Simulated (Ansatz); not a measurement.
# Ca on Ti(0001): change of the work function, part 3 of 3

How does Ca on the fcc site change the work function of Ti(0001) as the layer fills?

Ansatz 0.2.0; plane-wave DFT, PBE, Ansatz PAW.

So far, work function, upper face (eV): step 2 (the clean slab) 4.37; step 3 (37 atoms, coverage 0.111 ML, cell 3x3) 2.79.

## Step 4: The covered slab, k-mesh 6×6×1, coverage 0.25 ML

System of this step: Ca/Ti(0001). The cell holds 17 atoms: 16 Ti and 1 Ca. Cell: a = 5.900 Å, b = 5.900 Å, c = 27.934 Å, α = 90.0°, β = 90.0°, γ = 60.0°. Vacuum lies along c.

Another coverage, to see how the dipoles act on each other as their distance changes.

File input.yaml:

```yaml
crystal:
  lattice:
    - [5.9, 0.0, 0.0]
    - [2.95, 5.1095498824, 0.0]
    - [0.0, 0.0, 27.9339690555]
  atoms:
    - { symbol: Ti, position: [0.3333333333, 0.3333333333, 0.3221883715] }
    - { symbol: Ti, position: [0.0, 0.0, 0.4060396851] }
    - { symbol: Ti, position: [0.3333333333, 0.3333333333, 0.4923254474] }
    - { symbol: Ti, position: [0.0, 0.0, 0.5699612055] }
    - { symbol: Ti, position: [0.3333333333, 0.8333333333, 0.3221883715] }
    - { symbol: Ti, position: [0.0, 0.5, 0.4060396851] }
    - { symbol: Ti, position: [0.3333333333, 0.8333333333, 0.4923254474] }
    - { symbol: Ti, position: [0.0, 0.5, 0.5699612055] }
    - { symbol: Ti, position: [0.8333333333, 0.3333333333, 0.3221883715] }
    - { symbol: Ti, position: [0.5, 0.0, 0.4060396851] }
    - { symbol: Ti, position: [0.8333333333, 0.3333333333, 0.4923254474] }
    - { symbol: Ti, position: [0.5, 0.0, 0.5699612055] }
    - { symbol: Ti, position: [0.8333333333, 0.8333333333, 0.3221883715] }
    - { symbol: Ti, position: [0.5, 0.5, 0.4060396851] }
    - { symbol: Ti, position: [0.8333333333, 0.8333333333, 0.4923254474] }
    - { symbol: Ti, position: [0.5, 0.5, 0.5699612055] }
    - { symbol: Ca, position: [0.1666666667, 0.1666666667, 0.6778116285] }
kpoints:
  mp_grid: { grid: [6, 6, 1] }
hamiltonian:
  xc: pbe
scf:
  occupations: { method: fermi_dirac, width: 0.1 }
  convergence: { dr2_threshold: 1.0e-08 }
efield:
  axis: 3
  dipole_correction: true
  ramp_position: 0.97
  ramp_width: 0.06
relax:
  f_tol: 0.02
  max_steps: 60
  constraints: [{ sites: [0, 1, 4, 5, 8, 9, 12, 13] }]
output:
  dos: { projected: true, e_range: [-8, 4] }
  write_potential: true
  write_density: true
  volumetric_format: npy
  elf: true
```

Started as:

```sh
$ ansatz run input.yaml --threads 4 --pin off --max-ram 16384MiB --backend cpu --events-out ev --progress --plain --runs-dir out
```

Numbers of over 12 decimals in the logs are rounded to 6 here.

Output:

```text
[...]
Crystal: 17 atoms, lattice volume = 842.107 Å³
Basis set: ecut = 420 eV, 16329 PW (Γ), exchange–correlation on 80×80×384 points (8 copies of the dense FFT grid, shifted against one another)
Bands: 122, of which v1, the nominal top of the filled ones, is band 101 counted from 1 (100 counted from 0)
Symmetry: 6 space group operations
[...]
k-points: 7 of 36 (time reversal used)
[...]
SCF iter   1: F=—  HF=-41805.105708 eV  |F-HF|=—  |Δ(HF+E_count)|=         —  Δρ=1.06e-2  dr2=3.53e1  ethr=1.77e-3  p=0.424 e·Å  D=9.12e-2 V/Å  ΔV_dip=-2.55 eV  dr2_dipole=2.32e1  V_vac-E_F(+/−)=1.63/4.17 eV  ⟨swp⟩=14.3  Hψ=4802  notcnv=0
[...]
SCF iter  11: F=-41804.803453 eV  HF=-41804.803453 eV  |F-HF|=3.06e-10  |Δ(HF+E_count)|=   1.51e-7  Δρ=4.81e-7  dr2=3.13e-9  ethr=4.95e-12  p=0.348 e·Å  D=7.48e-2 V/Å  ΔV_dip=-2.09 eV  dr2_dipole=3.20e-11  V_vac-E_F(+/−)=2.32/4.41 eV  ⟨swp⟩=19.0  Hψ=8624  notcnv=0
SCF 1 converged in 11 iterations: F = -41804.803453 eV  dr2 = 3.13e-9
  Residual-converged pass: ⟨swp⟩=1.7  Hψ=1127  notcnv=0  max |occ|·‖R‖ = 7.0e-9 eV (tolerance 1.0e-8 eV)  dr2=3.13e-9  dr2_onsite=9.86e-11  max |Δocc| = 3.9e-11
[...]
relax step   1: F+E_penalty+E_count = -41804.80345302 eV  Δ(F+E_penalty+E_count) = +0.000e0 eV  max|allowed force component| = 8.662e-1 eV/Å  Δτ_max = 0.0000 Å  (11 SCF iters, accepted)
[...]
SCF iter  10: F=-41804.970578 eV  HF=-41804.970578 eV  |F-HF|=1.31e-10  |Δ(HF+E_count)|=   2.44e-9  Δρ=3.28e-7  dr2=1.58e-9  ethr=1.00e-12  p=0.371 e·Å  D=7.96e-2 V/Å  ΔV_dip=-2.22 eV  dr2_dipole=1.02e-12  V_vac-E_F(+/−)=2.19/4.41 eV  ⟨swp⟩=11.9  Hψ=5991  notcnv=0
SCF 2 converged in 10 iterations: F = -41804.970578 eV  dr2 = 1.58e-9
[...]
relax step   2: F+E_penalty+E_count = -41804.97057784 eV  Δ(F+E_penalty+E_count) = -1.671e-1 eV  max|allowed force component| = 6.160e-1 eV/Å  Δτ_max = 0.1838 Å  (10 SCF iters, accepted)
SCF iter   1: F=—  HF=-41805.121742 eV  |F-HF|=—  |Δ(HF+E_count)|=         —  Δρ=6.61e-3  dr2=6.34e0  ethr=1.81e-3  p=0.371 e·Å  D=7.96e-2 V/Å  ΔV_dip=-2.22 eV  dr2_dipole=2.05e0  V_vac-E_F(+/−)=2.21/4.44 eV  ⟨swp⟩=5.7  Hψ=1992  notcnv=0
[...]
SCF iter  10: F=-41805.030342 eV  HF=-41805.030342 eV  |F-HF|=4.80e-9  |Δ(HF+E_count)|=   1.48e-8  Δρ=3.32e-7  dr2=1.10e-9  ethr=4.95e-12  p=0.378 e·Å  D=8.13e-2 V/Å  ΔV_dip=-2.27 eV  dr2_dipole=8.25e-12  V_vac-E_F(+/−)=2.14/4.41 eV  ⟨swp⟩=11.6  Hψ=6205  notcnv=0
SCF 3 converged in 10 iterations: F = -41805.030342 eV  dr2 = 1.10e-9
relax step   3: F+E_penalty+E_count = -41805.03034191 eV  Δ(F+E_penalty+E_count) = -5.976e-2 eV  max|allowed force component| = 1.924e-1 eV/Å  Δτ_max = 0.1971 Å  (10 SCF iters, accepted)
[...]
relax step   4: F+E_penalty+E_count = -41805.03650244 eV  Δ(F+E_penalty+E_count) = -6.161e-3 eV  max|allowed force component| = 3.806e-2 eV/Å  Δτ_max = 0.0398 Å  (9 SCF iters, accepted)
SCF iter   1: F=—  HF=-41805.036640 eV  |F-HF|=—  |Δ(HF+E_count)|=         —  Δρ=3.62e-4  dr2=1.40e-2  ethr=1.12e-4  p=0.379 e·Å  D=8.14e-2 V/Å  ΔV_dip=-2.27 eV  dr2_dipole=4.28e-3  V_vac-E_F(+/−)=2.14/4.41 eV  ⟨swp⟩=1.9  Hψ=1115  notcnv=0
[...]
SCF iter   7: F=-41805.036870 eV  HF=-41805.036870 eV  |F-HF|=1.07e-9  |Δ(HF+E_count)|=   2.50e-8  Δρ=5.33e-7  dr2=5.20e-9  ethr=4.95e-12  p=0.379 e·Å  D=8.14e-2 V/Å  ΔV_dip=-2.27 eV  dr2_dipole=4.82e-10  V_vac-E_F(+/−)=2.14/4.41 eV  ⟨swp⟩=13.3  Hψ=6271  notcnv=0
SCF 5 converged in 7 iterations: F = -41805.036870 eV  dr2 = 5.20e-9
relax step   5: F+E_penalty+E_count = -41805.03687016 eV  Δ(F+E_penalty+E_count) = -3.677e-4 eV  max|allowed force component| = 1.093e-2 eV/Å  Δτ_max = 0.0063 Å  (7 SCF iters, accepted)
[...]
SCF converged after 7 iterations
Free energy (F): -41805.036870 eV
[...]
Internal energy: -41804.037082 eV  (E = F + TS)
E sigma→0 (E₀):  -41804.536976 eV
Entropy (-TS):   -0.999788 eV (-58.811 meV/atom)
Fermi energy:    2.730716 eV
Dipole field:    D = 0.081405 V/Å  (p = 0.378839 e·Å, saw-weighted, corrected)
Work function:   Φ+ = 2.1377 eV   Φ− = 4.4116 eV
[...]
--- Forces (eV/Å), atoms counted from 1 ---
  atom   1  Ti    -0.01418063    -0.00818719     0.57183573
  atom   2  Ti     0.00616484     0.00355927    -0.59670655
  atom   3  Ti     0.00333410     0.00192494    -0.00266079
  atom   4  Ti     0.00946892     0.00546688     0.00426317
  atom   5  Ti     0.00000000     0.01637439     0.57183573
  atom   6  Ti    -0.00000000    -0.00711855    -0.59670655
  atom   7  Ti    -0.00000000    -0.00384989    -0.00266079
  atom   8  Ti    -0.00000000    -0.01093377     0.00426317
  atom   9  Ti     0.01418063    -0.00818719     0.57183573
  atom  10  Ti    -0.00616484     0.00355927    -0.59670655
  atom  11  Ti    -0.00333410     0.00192494    -0.00266079
  atom  12  Ti    -0.00946892     0.00546688     0.00426317
  atom  13  Ti     0.00000000     0.00000000     0.56785671
  atom  14  Ti    -0.00000000    -0.00000000    -0.49518744
  atom  15  Ti     0.00000000     0.00000000     0.00243976
  atom  16  Ti     0.00000000    -0.00000000    -0.00139912
  atom  17  Ca    -0.00000000     0.00000000    -0.00391323
  max |Σ_I F_I| component: 8.63e-6 eV/Å
--- Band table (eV; the first three rows and the last of 7) ---
  k-point 0: bands = [... 97 lower, 2.7393, 3.0285, 3.0890, 3.1158, 3.1158, 3.1784, 3.3885, 3.4201, ... 17 higher]
  k-point 1: bands = [... 97 lower, 2.7224, 2.8613, 2.9801, 2.9846, 2.9977, 3.0959, 3.2202, 3.2335, ... 17 higher]
  k-point 2: bands = [... 97 lower, 2.5472, 2.5579, 2.7266, 2.7417, 2.7840, 2.8172, 2.9461, 2.9863, ... 17 higher]
  k-point 6: bands = [... 97 lower, 2.3268, 2.3426, 2.4245, 2.4258, 2.4623, 2.6441, 2.6672, 2.7775, ... 17 higher]
--- Relaxed structure (5 steps of the walk, 5 accepted, 0 SCFs on fresh bases) ---
  F+E_penalty+E_count = -41805.03687016 eV   max|allowed force component| = 1.093e-2 eV/Å
  atoms:
    - { symbol: Ti, position: [0.333333, 0.333333, 0.3221883715] }
    - { symbol: Ti, position: [2.6667121670171395e-17, 2.66671216701714e-17, 0.406040] }
    - { symbol: Ti, position: [0.336560, 0.336560, 0.491924] }
    - { symbol: Ti, position: [0.00187437, 0.00187437, 0.569414] }
    - { symbol: Ti, position: [0.333333, 0.833333, 0.3221883715] }
    - { symbol: Ti, position: [5.551115123125783e-17, 0.5, 0.406040] }
    - { symbol: Ti, position: [0.336560, 0.826880, 0.491924] }
    - { symbol: Ti, position: [0.00187437, 0.496251, 0.569414] }
    - { symbol: Ti, position: [0.833333, 0.333333, 0.3221883715] }
    - { symbol: Ti, position: [0.5, 2.66671216701714e-17, 0.406040] }
    - { symbol: Ti, position: [0.826880, 0.336560, 0.491924] }
    - { symbol: Ti, position: [0.496251, 0.00187437, 0.569414] }
    - { symbol: Ti, position: [0.833333, 0.833333, 0.3221883715] }
    - { symbol: Ti, position: [0.500000, 0.5, 0.406040] }
    - { symbol: Ti, position: [0.833333, 0.833333, 0.490433] }
    - { symbol: Ti, position: [0.500000, 0.5, 0.575698] }
    - { symbol: Ca, position: [0.166667, 0.166667, 0.665565] }
```

Run time: 2.1 min. Hardware: 4 threads of Arm Neoverse V1, shared host; peak memory 2.5 GiB; 8.4 min of CPU time.

Step by step:

| step | energy less that of the first step (eV) | largest force component (eV/Å) |
| --- | --- | --- |
| 1 | 0.0000 | 0.8662 |
| 2 | -0.1671 | 0.6160 |
| 3 | -0.2269 | 0.1924 |
| 4 | -0.2330 | 0.0381 |
| 5 | -0.2334 | 0.0109 |

The run keeps the 6 symmetry operations that it works with, so distortions that break them were not tested.

The atoms that moved most (Å):

| atom | dx | dy | dz | length |
| --- | --- | --- | --- | --- |
| Ca17 | 0.000 | 0.000 | -0.342 | 0.342 |
| Ti16 | 0.000 | 0.000 | 0.160 | 0.160 |
| Ti15 | 0.000 | 0.000 | -0.053 | 0.053 |
| Ti7 | 0.000 | -0.033 | -0.011 | 0.035 |
| Ti11 | -0.029 | 0.016 | -0.011 | 0.035 |
| Ti3 | 0.029 | 0.016 | -0.011 | 0.035 |
| Ti4 | 0.017 | 0.010 | -0.015 | 0.025 |
| Ti12 | -0.017 | 0.010 | -0.015 | 0.025 |

The relaxed structure:

```xyz
17
Lattice="5.9000 0.0000 0.0000 2.9500 5.1095 0.0000 0.0000 0.0000 27.9340" Properties=species:S:1:pos:R:3
Ti    2.9500    1.7032    9.0000
Ti    0.0000    0.0000   11.3423
Ti    2.9786    1.7197   13.7414
Ti    0.0166    0.0096   15.9060
Ti    4.4250    4.2580    9.0000
Ti    1.4750    2.5548   11.3423
Ti    4.4250    4.2250   13.7414
Ti    1.4750    2.5356   15.9060
Ti    5.9000    1.7032    9.0000
Ti    2.9500    0.0000   11.3423
Ti    5.8714    1.7197   13.7414
Ti    2.9334    0.0096   15.9060
Ti    7.3750    4.2580    9.0000
Ti    4.4250    2.5548   11.3423
Ti    7.3750    4.2580   13.6997
Ti    4.4250    2.5548   16.0815
Ca    1.4750    0.8516   18.5919
```

Numbers from this step:

| Item | Value |
| --- | --- |
| energy at zero smearing | -41804.5370 eV |
| work function, upper face | 2.138 eV |
| work function, lower face | 4.412 eV |
| dipole along the normal | 0.3788 e·Å |
| step between the vacuum levels | -2.274 eV |

Running mean over 2.342 Å of the planar mean; the ramp of the sawtooth is left out. Electron's electrostatic potential energy less the Fermi level against z:

| z (Å) | electron's electrostatic potential energy less the Fermi level (eV) |
| --- | --- |
| 4 | 4.41 |
| 5 | 4.39 |
| 6 | 4.23 |
| 7 | 2.89 |
| 8 | -3.14 |
| 9 | -6.74 |
| 10 | -6.59 |
| 11 | -6.57 |
| 12 | -6.45 |
| 13 | -6.42 |
| 14 | -6.87 |
| 15 | -7.35 |
| 16 | -6.65 |
| 17 | -3.42 |
| 18 | -0.306 |
| 19 | -0.396 |
| 20 | 0.900 |
| 21 | 1.89 |
| 22 | 2.09 |
| 23 | 2.13 |
| 24 | 2.14 |

The density of states has structure finer than the step of the table below, so its rows give means over 0.25 eV, whole bins alone (the curve runs from -8 to 0.78 eV). Peaks (eV: height): -0.840: 62.7, -0.720: 64.0, -0.630: 47.1, -0.060: 43.3, 0.180: 48.5, 0.660: 56.8, 0.720: 74.7.

Table of density of states by energy, zero at the Fermi level; means over each step:

energy (eV), density of states (states/eV a cell) and a bar:
```
    -6.00        0.0 
    -5.75        0.3 
    -5.50        1.1 #
    -5.25        1.2 #
    -5.00        1.1 #
    -4.75        1.9 ##
    -4.50        3.0 ##
    -4.25        2.4 ##
    -4.00        2.4 ##
    -3.75        3.6 ###
    -3.50        4.2 ###
    -3.25        3.1 ##
    -3.00        6.5 #####
    -2.75        8.7 #######
    -2.50        8.6 #######
    -2.25       15.0 ############
    -2.00       18.7 ###############
    -1.75       20.2 ################
    -1.50       16.5 #############
    -1.25       22.7 ##################
    -1.00       25.5 ####################
    -0.75       37.7 ##############################
    -0.50       13.7 ###########
    -0.25       27.3 ######################
     0.00       29.3 #######################
     0.25       34.5 ###########################
     0.50       32.9 ##########################
```

Projected DOS per atom over height of the atomic layer and energy from the Fermi level. Layers: Ti4 Ti4 Ti4 Ti4 Ca from below.

Ten even steps from '0' (0.00 states/eV) to '9' (2.75 states/eV), each cell a mean:
```
97782
95461
84460
56440
54573
34443
34530
24430
11110
11110
00000
00000
00000
00000
00000
00000
00000
00000
00000
00000
00000
00000
```
Columns: height of the atomic layer (Å) from 9 to 18.6 (not evenly spaced); rows upwards: energy from the Fermi level (eV) from -7.96 to 0.745.

ELF in the ca plane at fractional y = 0.000, with atoms of Ti within 0.2 Å of it. It is the smooth field of the valence electrons, not physical close to the nuclei.

Ten even steps from '0' (0.00) to '9' (0.75), each cell a mean:
```
78526647426778843756721243322332210000000000
34423675234323442466312344443321100000000000
22342222342122233222124554443221000000000000
21355334541232135533356654433211000000000000
21353222442122134322245554443211000000000000
23422442233222332244212444443321100000000000
56425777325556742677611344433322110000000000
88537417526899944713821232111233211000000000
78526647426778843745721210000123321100000000
34423675234333432576413201110013442100000000
22342222342111233222245114641013553210000000
21355324552122135433476237962013554210000000
21353222452122134322365126862013554210000000
23422442233222332344224212421013543100000000
56425777325556742777612210000123432100000000
88537317526899944713821221001123321000000000
```
Columns run along c (16.0 Å, from fractional 0.33 to 0.91 of the cell), rows up along a (5.9 Å). Atoms in or near the plane, at fractional coordinates: Ti at (0.41, 0.00), Ti at (0.57, 0.00), Ti at (0.41, 0.50), Ti at (0.57, 0.50).

Electrostatic potential energy in the ca plane at fractional y = 0.000, with atoms of Ti within 0.2 Å of it. With pseudopotentials it is smooth inside the atoms' cores, unlike the true potential.

Ten even steps from '0' (-35 eV) to '9' (6 eV), each cell a mean:
```
99862000489999985000268999999999999999999999
88885213689888887422589999999999999999999999
68888767898766888777899999999999999999999999
57899888998645789988999999999999999999999999
57898888998656789888899999999999999999999999
78886445788877888644689999999999999999999999
89873001589989986200379999999999999999999999
99861000489999984000168999999999999999999999
99862000489999984000168998889999999999999999
88885213789888887312479987788899999999999999
68888767898767888766899876667899999999999999
57899888998655789988999875467899999999999999
57898888998766789888899875567899999999999999
78886445789878888544689887778899999999999999
89873001589999985100378988888999999999999999
99861000489999984000158999999999999999999999
```
Columns run along c (16.0 Å, from fractional 0.33 to 0.91 of the cell; values clipped at the 3rd and 97th percentile), rows up along a (5.9 Å). Atoms in or near the plane, at fractional coordinates: Ti at (0.41, 0.00), Ti at (0.57, 0.00), Ti at (0.41, 0.50), Ti at (0.57, 0.50).

Valence density in the ca plane at fractional y = 0.000, with atoms of Ti within 0.2 Å of it. It is the smooth field of the valence electrons, not physical close to the nuclei.

Ten steps, logarithmic in the rise over the least value, from '0' (0.00 × 1e0 e/Å³) to '9' (9.63 × 1e0 e/Å³), each cell a mean:
```
22236998522222224899731000000000000000000000
22224675322222223576421000000000000000000000
32222332222233222233211000000000000000000000
42222222222344222222111000000000000000000000
32222222222343222222111000000000000000000000
22223554222232222454311000000000000000000000
22235887422222223788621000000000000000000000
22237998522222225899731100000000000000000000
22236998522222224899731100000000000000000000
22224675322222223577421111110000000000000000
32222332222233222333221123321000000000000000
42222222222333222222221124431000000000000000
32222222222233222222221123431000000000000000
22223554222222222455321112211000000000000000
22235887422222224788621111100000000000000000
22237998522222225899731100000000000000000000
```
Columns run along c (16.0 Å, from fractional 0.33 to 0.91 of the cell), rows up along a (5.9 Å). Atoms in or near the plane, at fractional coordinates: Ti at (0.41, 0.00), Ti at (0.57, 0.00), Ti at (0.41, 0.50), Ti at (0.57, 0.50).

The relaxation took 5 steps and lowered the energy by 0.23 eV; the largest force on the free atoms ends at 0.011 eV/Å.

By hand: a sheet of dipoles makes a step −p/(ε₀A) in the electron's potential. With e/ε₀ = 180.95 V·Å, p = 0.3788 e·Å and A = 30.15 Å², that is −180.95 × (0.3788) / 30.15 = -2.274 eV, and the two vacuum levels of the run differ by -2.274 eV.

The covered face has 2.14 eV, -2.24 eV against the clean one; the bare back face has moved by -0.01 eV, a measure of how thin the slab is.

## Step 5: Work function against coverage

This step: plane-wave DFT, PBE, Ansatz PAW; work function against coverage (Ansatz 0.2.0).

The runs are now put side by side.

This step gave:

- work function of the clean face: 4.373 eV
- largest change of the work function: -2.235 eV

Table of work function of the covered face by coverage:

| coverage (adsorbates/nm²) | work function of the covered face (eV) |
| --- | --- |
| 0.00 | 4.37 |
| 1.47 | 2.79 |
| 3.32 | 2.14 |

The dipole per adsorbate comes from the change of the cell's dipole. Coverage, by row:

| coverage (1/nm²) | coverage (ML) | work function (eV) | change (eV) | dipole per adsorbate, positive end outwards (debye) | mean height of the added atoms over the highest substrate atom (Å) |
| --- | --- | --- | --- | --- | --- |
| 1.474 | 0.1111 | 2.79 | -1.583 | 2.835 | 2.506 |
| 3.317 | 0.25 | 2.138 | -2.235 | 1.779 | 2.51 |

## Step 6: Results

```json
{"work function of the clean face": "4.37 eV", "work function at 0.11 ML": "2.79 eV", "work function at 0.25 ML": "2.14 eV", "dipole per adsorbate at 0.11 ML, positive end outwards": "2.83 D"}
```

**Reading.** Ca lowers the work function of Ti(0001) at the lowest coverage, by 1.58 eV: the adsorbate layer has its positive end outwards. The slab has 4 layers, at the tabulated experimental lattice constant, one starting site was run, and quantum-size effects of a slab this thin can reach one or two tenths of an eV.

[Logs are printed without paths, hosts, clocks, repeated set-up lines and the standing remarks that a program may print on its own settings, such as how far it seeks lower states.]

[Hosts, paths, dates, database ids (printed as entryN), source tags and the programs' standing remarks are cut or masked in the printed files.]

[Maps of the electrostatic potential energy from Ansatz leave out the sawtooth potential of an applied field or a dipole correction, so their vacuum need not be flat; planar profiles and work functions include it.]

[The density of states shown here was stored with 400 of the rows of the run's finer table, so its peaks can read low, often by over a quarter, or be missed, and its means over a window can be off by a tenth or more.]
